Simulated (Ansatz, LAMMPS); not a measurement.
# Localised basis functions on liquid Cu32Mg68 (at. %) at 1900 K (72 atoms)

Aim: test how closely localised support functions follow the reference on liquid Cu32Mg68 (at. %) at 1900 K (72 atoms), and at what cost. A setting counts as converged where the r.m.s. difference of forces stays under 1 % of the r.m.s. force.

Method: Kohn-Sham DFT, PBE, PAW (set soft_2), plane waves, in Ansatz 0.2.0.

### 1. The structure

The cell holds 72 atoms: 23 Cu and 49 Mg. Cell: a = 12.223 Å, b = 12.223 Å, c = 12.223 Å, α = 90.0°, β = 90.0°, γ = 90.0°. 72 atoms (23 Cu, 49 Mg) placed at random at 2.85 g/cm³, melted at 2000 K for 10 ps at fixed volume with the MEAM Al-Si-Mg-Cu-Fe potential (Jelinek et al., Phys. Rev. B 85, 245102 (2012)). Snapshot at the end of a hold of 10 ps at 1900 K and zero pressure.

What the set-up can't give: The network of bonds at the start is that of the classical potential that made the cell, and needn't be the one that DFT or experiment would give. The electron count is odd and the run has no spin polarisation.

### 2. Making the structure

A classical potential makes the cell, at a small fraction of what the same run would cost in DFT.

This step: classical MD, MEAM Al-Si-Mg-Cu-Fe potential (Jelinek et al., Phys. Rev. B 85, 245102 (2012)) (LAMMPS 22 Jul 2025 - Update 4).

The input, in.lmp:

```
# melt-quench of Cu23Mg49
units metal
atom_style atomic
boundary p p p
region box block 0 11.5644 0 11.5644 0 11.5644
create_box 2 box
mass 1 63.5460   # Cu
mass 2 24.3050   # Mg
create_atoms 1 random 23 848272 NULL overlap 2.0 maxtry 2000
create_atoms 2 random 49 848279 NULL overlap 2.0 maxtry 2000
pair_style meam
pair_coeff * * library.meam AlS SiS MgS CuS FeS AlSiMgCuFe.meam CuS MgS
neigh_modify delay 0 every 1 check yes
thermo_style custom step time temp pe press density
thermo_modify norm yes
timestep 0.002
thermo 100
min_style cg
minimize 1e-4 1e-4 200 2000
reset_timestep 0
velocity all create 2000 848273 mom yes dist gaussian
fix lim all nve/limit 0.05
fix lan all langevin 2000 2000 0.2 848274 zero yes
thermo 500
run 1000 post no
unfix lim
unfix lan
thermo 833
fix md all nvt temp 2000 2000 0.2
run 5000 post no
unfix md
thermo 833
fix md all npt temp 2000 1900 0.2 iso 0 0 2
run 2500 post no
unfix md
compute msd all msd com yes
thermo 1250
fix md all npt temp 1900 1900 0.2 iso 0 0 2
run 5000 post no
print "== T1900: mean square displacement over the hold $(c_msd[4]:%.2f) A^2"
unfix md
uncompute msd
write_dump all custom T1900.dump id type xs ys zs modify sort id
```

Started as:

```sh
> lmp -in in.lmp -log none -nocite
```

Numbers of over 12 decimals in the logs are rounded to 6 here.

The program printed:

```text
LAMMPS (22 Jul 2025 - Update 4)
Created orthogonal box = (0 0 0) to (11.5644 11.5644 11.5644)
Created 23 atoms
Created 49 atoms
   Step          Time           Temp          PotEng         Press         Density
         0   0              0             -1.0597756      126949.67      2.8478233
        37   0.074          0             -1.9252308     -741.21186      2.8478233
Loop time of 0.0234099 s on 1 MPI rank(s) for 37 steps with 72 atoms
Minimization stats:
  Stopping criterion = energy tolerance
  Energy initial, next-to-last, final =
     -1.05977564351795  -1.92508106524403  -1.92523075009382
  Force two-norm initial, final = 35.476723 1.081715
  Iterations, force evaluations = 37 59
   Step          Time           Temp          PotEng         Press         Density
         0   0              2000          -1.9252308      11935.388      2.8478233
       500   1              1921.7079     -1.7804571      21412.859      2.8478233
[... 6 lines left out ...]
      3332   6.664          1628.6062     -1.7506353      30518.384      2.8478233
      4165   8.33           2129.9186     -1.7436223      28060.305      2.8478233
      4998   9.996          1865.8585     -1.7086936      30675.9        2.8478233
      5831   11.662         1896.3959     -1.7917284      20808.149      2.8478233
[... 1 line left out ...]
Loop time of 2.00708 s on 1 MPI rank(s) for 5000 steps with 72 atoms
   Step          Time           Temp          PotEng         Press         Density
[... 5 lines left out ...]
Loop time of 0.80697 s on 1 MPI rank(s) for 2500 steps with 72 atoms
   Step          Time           Temp          PotEng         Press         Density
[... 2 lines left out ...]
     10000   20             2027.4005     -1.6462646      5265.2943      2.2512662
     11250   22.5           1784.8853     -1.6269282     -6497.9322      2.2522575
     12500   25             2027.2341     -1.589306       15986.423      2.2737854
     13500   27             2009.7296     -1.6739469      10024.72       2.4116899
Loop time of 1.55815 s on 1 MPI rank(s) for 5000 steps with 72 atoms
== T1900: mean square displacement over the hold 137.30 A^2
```

Elapsed: 4.9 s, on 1 thread of Arm Neoverse V2, shared host; peak memory 0.071 GiB.

### 3. Plane-wave single point

The first run fixes the reference, at a cutoff of 420 eV.

The input, input.yaml:

```yaml
crystal:
  lattice:
    - [12.22326, 0.0, 0.0]
    - [0.0, 12.22326, 0.0]
    - [0.0, 0.0, 12.22326]
  atoms:
    - { symbol: Cu, position: [0.20552, 0.54738, 0.07599] }
    - { symbol: Cu, position: [0.38148, 0.07975, 0.58885] }
    - { symbol: Cu, position: [0.04256, 0.97392, 0.43312] }
    - { symbol: Cu, position: [0.04048, 0.2986, 0.00131] }
    - { symbol: Cu, position: [0.01439, 0.32347, 0.16718] }
    - { symbol: Cu, position: [0.5733, 0.14936, 0.18848] }
    - { symbol: Cu, position: [0.99359, 0.77177, 0.68969] }
    - { symbol: Cu, position: [0.8502, 0.77949, 0.81847] }
    - { symbol: Cu, position: [0.49784, 0.96173, 0.23212] }
    - { symbol: Cu, position: [0.50372, 0.51357, 0.8208] }
    - { symbol: Cu, position: [0.43738, 0.48426, 0.05721] }
    - { symbol: Cu, position: [0.32371, 0.02739, 0.24636] }
    - { symbol: Cu, position: [0.24231, 0.91451, 0.57434] }
    - { symbol: Cu, position: [0.21565, 0.90976, 0.12501] }
    - { symbol: Cu, position: [0.92641, 0.96205, 0.27064] }
    - { symbol: Cu, position: [0.42022, 0.87153, 0.70343] }
    - { symbol: Cu, position: [0.45251, 0.09992, 0.78046] }
    - { symbol: Cu, position: [0.60569, 0.33634, 0.44676] }
    - { symbol: Cu, position: [0.44369, 0.29088, 0.81731] }
    - { symbol: Cu, position: [0.83307, 0.70015, 0.07264] }
    - { symbol: Cu, position: [0.55785, 0.52368, 0.4005] }
    - { symbol: Cu, position: [0.43616, 0.52006, 0.61724] }
    - { symbol: Cu, position: [0.05042, 0.82532, 0.21735] }
    - { symbol: Mg, position: [0.24086, 0.86077, 0.37056] }
    - { symbol: Mg, position: [0.61703, 0.21414, 0.9147] }
    - { symbol: Mg, position: [0.62753, 0.33114, 0.12659] }
    - { symbol: Mg, position: [0.67892, 0.73891, 0.61517] }
    - { symbol: Mg, position: [0.87189, 0.18458, 0.97512] }
    - { symbol: Mg, position: [0.81236, 0.37894, 0.51093] }
    - { symbol: Mg, position: [0.32185, 0.43151, 0.91443] }
    - { symbol: Mg, position: [0.51608, 0.26522, 0.62911] }
    - { symbol: Mg, position: [0.81696, 0.98157, 0.46264] }
    - { symbol: Mg, position: [0.04078, 0.16459, 0.79912] }
    - { symbol: Mg, position: [0.31202, 0.99188, 0.83047] }
    - { symbol: Mg, position: [0.08627, 0.08017, 0.21707] }
    - { symbol: Mg, position: [0.82942, 0.49221, 0.07773] }
    - { symbol: Mg, position: [0.38721, 0.65135, 0.95126] }
    - { symbol: Mg, position: [0.36286, 0.95431, 0.0325] }
    - { symbol: Mg, position: [0.55459, 0.93411, 0.50324] }
    - { symbol: Mg, position: [0.32687, 0.16322, 0.1211] }
    - { symbol: Mg, position: [0.88595, 0.17245, 0.21846] }
    - { symbol: Mg, position: [0.71983, 0.15284, 0.58723] }
    - { symbol: Mg, position: [0.5911, 0.97167, 0.0578] }
    - { symbol: Mg, position: [0.01072, 0.46382, 0.3711] }
    - { symbol: Mg, position: [0.01279, 0.37434, 0.73166] }
    - { symbol: Mg, position: [0.16141, 0.13601, 0.57701] }
    - { symbol: Mg, position: [0.53862, 0.79749, 0.81978] }
    - { symbol: Mg, position: [0.60945, 0.76177, 0.09667] }
    - { symbol: Mg, position: [0.22376, 0.23723, 0.84856] }
    - { symbol: Mg, position: [0.68095, 0.58338, 0.20803] }
    - { symbol: Mg, position: [0.84686, 0.59216, 0.68054] }
    - { symbol: Mg, position: [0.70271, 0.40945, 0.79324] }
    - { symbol: Mg, position: [0.21936, 0.25934, 0.35544] }
    - { symbol: Mg, position: [0.4355, 0.70432, 0.46182] }
    - { symbol: Mg, position: [0.02935, 0.7787, 0.48218] }
    - { symbol: Mg, position: [0.06037, 0.48278, 0.96426] }
    - { symbol: Mg, position: [0.03663, 0.60743, 0.22202] }
    - { symbol: Mg, position: [0.69026, 0.60528, 0.90261] }
    - { symbol: Mg, position: [0.09318, 0.62853, 0.65352] }
    - { symbol: Mg, position: [0.6964, 0.04476, 0.2996] }
    - { symbol: Mg, position: [0.31506, 0.71662, 0.65083] }
    - { symbol: Mg, position: [0.62068, 0.00338, 0.81131] }
    - { symbol: Mg, position: [0.86013, 0.89902, 0.66896] }
    - { symbol: Mg, position: [0.44792, 0.14576, 0.41114] }
    - { symbol: Mg, position: [0.15903, 0.85406, 0.75341] }
    - { symbol: Mg, position: [0.27445, 0.37815, 0.64358] }
    - { symbol: Mg, position: [0.35728, 0.58113, 0.25883] }
    - { symbol: Mg, position: [0.86666, 0.74935, 0.30632] }
    - { symbol: Mg, position: [0.05608, 0.7173, 0.02351] }
    - { symbol: Mg, position: [0.43156, 0.3704, 0.28069] }
    - { symbol: Mg, position: [0.12046, 0.98082, 0.97296] }
    - { symbol: Mg, position: [0.39797, 0.80658, 0.23502] }
kpoints:
  mp_grid: { grid: [2, 2, 2] }
hamiltonian:
  xc: pbe
scf:
  occupations: { method: methfessel_paxton, width: 0.15 }
output:
  forces: true
  stress: true
  populations: true
  dos:
    method: { smearing: { sigma: 0.08 } }
    de: 0.1
    projected: { site_lists: { Cu: [Cu], Mg: [Mg] } }
  eigenvalues: true
  write_density: true
  write_potential: true
  volumetric_format: npy
```

Started as:

```sh
> ansatz run input.yaml --threads 4 --pin off --max-ram 8192MiB --backend cpu --events-out ev --progress --plain --runs-dir out
```

The program printed:

```text
Engine: ansatz 0.2.0, aarch64-unknown-linux-gnu
Pseudopotentials: kind: paw
Pseudopotential: Cu, paw, valence charge 19, recommended cutoff 420 eV (normal), Cu.paw.azcp
Pseudopotential: Mg, paw, valence charge 10, recommended cutoff 420 eV (normal), Mg.paw.azcp
[... 5 lines on functional and potentials left out ...]
Crystal: 72 atoms, lattice volume = 1826.254 Å³
Basis set: ecut = 420 eV, 35729 PW (Γ), exchange–correlation on 180×180×180 points (8 copies of the dense FFT grid, shifted against one another)
Bands: 557, of which v1, the nominal top of the filled ones, is band 464 counted from 1 (463 counted from 0)
Symmetry: 1 space group operations
Space group: P1 (ITA 1), of the structure as read, at distance tolerance 1.2e-4 Å
k-points: 8
[... 5 lines on functional and potentials left out ...]
Initial density: superposition of atomic densities (neutral atoms: chi_scale 0, normalization atom), corrected by the library's trained network
Initial wavefunctions: pseudopotential atomic-orbital guess
Functional: x = pbe(κ = 0.804, μ = 0.219515), c = pbe(β = 0.066725)
SCF iter   1: F=—  HF=-246611.650265 eV  |F-HF|=—  |Δ(HF+E_count)|=         —  Δρ=2.14e-3  dr2=3.62e-1  ethr=1.77e-3  ⟨swp⟩=7.2  Hψ=17154  notcnv=0  defer=8
preconditioner: auto → LDOS  [metal: Δε(μ)=0.019 eV  Ē_g=5.382 eV  σ=0.150 eV  W_gap=0.10  n_scr=460 (ndim 8)  ℏωp=16.3 eV  f_vac=0.052  D(μ)=31.31/eV (n_scr^D=170)  β→1.0]
SCF iter   2: F=—  HF=-246611.664233 eV  |F-HF|=—  |Δ(HF+E_count)|=   1.40e-2  S|Δr|=    0.00e0  Δρ=4.54e-3  dr2=2.47e-1  ethr=3.91e-5  ⟨swp⟩=2.0  Hψ=8177  notcnv=0  defer=9
SCF iter   3: F=—  HF=-246611.621863 eV  |F-HF|=—  |Δ(HF+E_count)|=   4.24e-2  S|Δr|=    0.00e0  Δρ=1.40e-3  dr2=2.90e-2  ethr=2.66e-5  ⟨swp⟩=2.0  Hψ=7591  notcnv=0  defer=9
SCF iter   4: F=—  HF=-246611.617905 eV  |F-HF|=—  |Δ(HF+E_count)|=   3.96e-3  S|Δr|=    0.00e0  Δρ=3.56e-4  dr2=3.00e-3  ethr=3.12e-6  ⟨swp⟩=2.0  Hψ=7473  notcnv=0  defer=9
SCF iter   5: F=—  HF=-246611.618308 eV  |F-HF|=—  |Δ(HF+E_count)|=   4.03e-4  S|Δr|=    0.00e0  Δρ=5.01e-4  dr2=3.03e-3  ethr=3.23e-7  ⟨swp⟩=2.0  Hψ=7591  notcnv=0  defer=9
SCF iter   6: F=—  HF=-246611.617807 eV  |F-HF|=—  |Δ(HF+E_count)|=   5.01e-4  S|Δr|=    0.00e0  Δρ=6.39e-5  dr2=8.81e-5  ethr=3.23e-7  ⟨swp⟩=2.0  Hψ=7569  notcnv=0  defer=9
SCF iter   7: F=—  HF=-246611.619627 eV  |F-HF|=—  |Δ(HF+E_count)|=   1.82e-3  S|Δr|=    0.00e0  Δρ=7.67e-5  dr2=7.72e-5  ethr=9.50e-9  ⟨swp⟩=2.0  Hψ=7599  notcnv=0  defer=9
SCF iter   8: F=—  HF=-246611.619620 eV  |F-HF|=—  |Δ(HF+E_count)|=   7.05e-6  S|Δr|=    0.00e0  Δρ=1.45e-5  dr2=4.50e-6  ethr=8.32e-9  ⟨swp⟩=2.0  Hψ=7639  notcnv=0  defer=9
SCF iter   9: F=—  HF=-246611.619621 eV  |F-HF|=—  |Δ(HF+E_count)|=   1.17e-6  S|Δr|=    0.00e0  Δρ=8.91e-6  dr2=1.10e-6  ethr=4.85e-10  ⟨swp⟩=2.0  Hψ=7318  notcnv=0  defer=9
SCF iter  10: F=—  HF=-246611.619621 eV  |F-HF|=—  |Δ(HF+E_count)|=   4.99e-8  S|Δr|=    0.00e0  Δρ=6.06e-6  dr2=4.71e-7  ethr=1.19e-10  ⟨swp⟩=2.0  Hψ=7572  notcnv=0  defer=9
SCF iter  11: F=-246611.619621 eV  HF=-246611.619621 eV  |F-HF|=6.25e-8  |Δ(HF+E_count)|=  4.37e-10  S|Δr|=    0.00e0  Δρ=2.66e-6  dr2=9.98e-8  ethr=1.08e-11  ⟨swp⟩=12.6  Hψ=31904  notcnv=0
SCF 1 converged in 11 iterations: F = -246611.619621 eV  dr2 = 9.98e-8
  greatest PAW one-centre occupation: 1.000 electrons in one spin orbital (limit 2), on the Cu atom at site 21 (counted from 0), in its partial waves of l = 0
SCF converged after 11 iterations
Stability not checked: this state was not tested for a lower state beside it, because cold or Methfessel-Paxton smearing, or corrected tetrahedra, fill the levels in a way that the test cannot read (fill_not_monotonic; see scf.lower_state_search)
Free energy (F): -246611.619621 eV
Harris-Foulkes:  -246611.619621 eV  (|F-HF|=6.25e-8)
Internal energy: -246611.610249 eV  (E = F + TS)
E sigma→0 (E₀):  -246611.617278 eV
Entropy (-TS):   -0.009372 eV (-0.130 meV/atom)
Fermi energy:    5.153763 eV
Step filling:    the computed levels leave a gap of 0.0022 eV = 0.0 smearing widths at the electron count; against every level under it full and every level over it empty, smearing changes F+E_penalty+E_count by -5.165 meV and its σ→0 estimate by -2.822 meV
--- Per-component energies (eV) ---
  E_band       = -31122.442000
  E_kinetic    = 10538.873191
  E_local      = -250196.892559  (includes V_loc(G=0)·N_el)
  E_nonlocal   = 13730.454759
  E_hartree    = 105554.217382
  E_xc         = -3398.878989
  E_vxc        = -4381.555387  (∫ρ·V_xc dr)
  E_paw        = -52654.985465  (= ΣΔE_a)
  E_vpaw       = -11921.790123  (= ΣTr[D̂ρ^β])
  E_aug_tail   = 0.006335  (compensation charges beyond the density's cutoff)
  E_ewald      = -70184.404902
  E_smearing   = -0.009372  (= −TS)
  E_closure    = -0.000000  (closes the sum)
  Σ components = -246611.619621   (vs F -246611.619621, Δ=0.00e0)
--- Forces (eV/Å), atoms counted from 1 ---
  atom   1  Cu     1.12838969     0.43617323     0.48798193
  atom   2  Cu    -0.19750811    -0.60123516     0.84184315
  atom   3  Cu     0.50905826     0.49587468    -0.02384924
  atom   4  Cu     0.79979299    -1.82855317    -2.84960795
  atom   5  Cu    -0.07597430     0.94899535     2.81400783
  atom   6  Cu    -1.11071968     0.01208111    -0.22371585
  atom   7  Cu    -0.88379665     0.06382619     0.51836854
  atom   8  Cu    -0.50191256    -0.96680372     1.25170785
  atom   9  Cu     1.39611388     1.29810016     0.56719851
  atom  10  Cu    -0.12091002    -0.25970889    -0.11038178
  atom  11  Cu     0.82211283     0.04180847     1.33272700
  atom  12  Cu    -0.82275767    -0.67217219     1.18462151
  atom  13  Cu     0.28183994     0.41418375    -0.06596726
  atom  14  Cu    -1.65836782    -1.08297397     2.14304090
[...]
atom  71  Mg    -0.89787817     0.53940528    -0.59724909
  atom  72  Mg    -0.04559427    -1.20395577    -0.84967759
  max |Σ_I F_I| component: 1.18e-4 eV/Å
--- Stress (GPa, compression-positive) ---
       -0.525270       0.215653      -0.462311
        0.215653       0.447488      -0.736763
       -0.462311      -0.736763      -0.576223
  P = ⅓ Tr σ = -0.2180 GPa (-2.180 kbar)
--- Band table (eV; the first three rows and the last of 8) ---
  k-point 0: bands = ["-108.1024", "-107.7955", "-107.7852", "-107.7663", [... 541 levels ...], "9.4821", "9.5169", "9.5814", "9.5937", "9.6509", "9.6691", "9.7183", "9.8049", "9.8289", "9.8908", "9.9136", "10.0823"]
[...]
--- Löwdin populations: 72 sites ---
  site symbol       q [e]
     0     Cu     19.3444
     1     Cu     19.2709
     2     Cu     19.2988
[...]
71     Mg      9.3405
  spilling = 0.024796 (of n_electrons = 927.000000)
```

The job ended after 7.6 min (4 threads of Arm Neoverse V2, shared host; peak memory 6.8 GiB).

The program notes that it cut back its work space to fit the memory limit.

Numbers from this run:

```
free energy                             : -246611.6196 eV
free energy per atom                    : -3425.1614 eV/atom
SCF cycles                              : 11
pressure                                : -0.218 GPa
r.m.s. force component                  : 0.7836 eV/Å
longest force                           : 3.479 eV/Å
Fermi energy                            : 5.154 eV
levels partly filled by over 2 per cent : 30
spilling of the projection              : 0.0248
```

The r.m.s. force component of 0.78 eV/Å sets the scale for the differences below.

### 4. Support functions medium

The cell is solved in localised support functions. The level medium gives here a grid of 54×54×54 points and a radius of 4.35 Å.

This step: Kohn-Sham DFT, PBE, PAW (set soft_2), localised support functions (medium) (Ansatz 0.2.0).

input.yaml, the sections that differ from step 3:

```yaml
scf:
  occupations: { method: methfessel_paxton, width: 0.15 }
  eigensolver: { kind: { support_functions: { accuracy: medium } } }
  max_iter: 150
output:
  forces: true
# crystal, kpoints, hamiltonian: as in step 3
```

The program printed:

```text
Warning: scf.eigensolver.kind.support_functions: disabling space-group detection — the functions' gradient is summed over unrotated k-points, so no spatial operation reduces the k-mesh or symmetrises the density; time reversal is kept, so that k and −k are solved as one point where they differ and the mesh holds both, and exact exchange and, on two spinor components, a DFT+U term hold to it where the run has them: [...]
settings of this run that can trade accuracy for cost: scf.eigensolver.kind.support_functions [...]
[...]
Crystal: 72 atoms, lattice volume = 1826.254 Å³
Basis set: ecut = 420 eV, 35729 PW (Γ), exchange–correlation on 180×180×180 points (8 copies of the dense FFT grid, shifted against one another)
Bands: 557, of which v1, the nominal top of the filled ones, is band 464 counted from 1 (463 counted from 0)
Symmetry: 1 space group operations
k-points: 8
[...]
Eigensolver: Support functions (medium, 54×54×54 points, laid for a spacing of at most 0.228497 Å, radius 4.349527 Å, up to 4.528343 Å in less dense regions, 1 species' potentials softened for the grid, 2 wholly corrected for its errors in the mean over positions, 2 with the egg-box correction, energy correction by stochastic trace)
[...]
SCF iter   1: F=—  HF=-246675.859903 eV  |F-HF|=—  |Δ(HF+E_count)|=         —  Δρ=3.59e-1  dr2=2.49e3  ethr=1.00e-1
[...]
SCF iter  24: F=—  HF=-246611.672068 eV  |F-HF|=—  |Δ(HF+E_count)|=   1.86e-3  S|Δr|=    0.00e0  Δρ=1.17e-5  dr2=2.67e-6  ethr=7.59e-10  κ⁻¹=1.0e-4(r=7)
SCF iter  25: F=-246611.673707 eV  HF=-246611.673708 eV  |F-HF|=6.14e-7  |Δ(HF+E_count)|=   1.64e-3  S|Δr|=    0.00e0  Δρ=6.55e-6  dr2=1.07e-6  ethr=2.88e-10
SCF 1 converged in 25 iterations: F = -246611.708762 eV  dr2 = 1.07e-6
[...]
SCF converged after 25 iterations
[...]
Free energy (F): -246611.708762 eV
[...]
Internal energy: -246611.699617 eV  (E = F + TS)
E sigma→0 (E₀):  -246611.706476 eV
Entropy (-TS):   -0.009145 eV (-0.127 meV/atom)
Fermi energy:    5.153892 eV
[...]
Σ components = -246611.708762   (vs F -246611.708762, Δ=0.00e0)
--- Forces (eV/Å), atoms counted from 1 ---
  atom   1  Cu     1.12811842     0.43581379     0.48766535
  atom   2  Cu    -0.19717813    -0.60175999     0.84312542
  atom   3  Cu     0.50852590     0.49424460    -0.02582950
  atom   4  Cu     0.79893535    -1.82722928    -2.84956491
[...]
atom  72  Mg    -0.04582712    -1.20366317    -0.84940159
  max |Σ_I F_I| component: 4.35e-3 eV/Å
--- Band table (eV; the first three rows and the last of 8) ---
[...]
guard bands above this table: 79 of the run's 557 bands (output.publish_guard_bands: true publishes all)
[...]
```

It took 4.5 min on 4 threads; peak memory 3.6 GiB; 17 min of CPU time.

The program notes that the band table was not solved further than the SCF left it, the correction for the support functions is uncertain and it switched symmetry off.

Keys that differ from the reference: support_functions.accuracy = "medium" and scf.max_iter = 150.

Forces differ from the reference by 0.79 meV/Å r.m.s., 0.10 % of their size, well within a tolerance of 1 %; the energy by -1.2 meV/atom.

[end of part 1 of 2]

[Logs are printed without paths, hosts, clocks, repeated set-up lines and the standing remarks that a program may print on its own settings, such as how far it seeks lower states.]

[Hosts, paths, dates, database ids (printed as entryN), source tags and the programs' standing remarks are cut or masked in the printed files.]
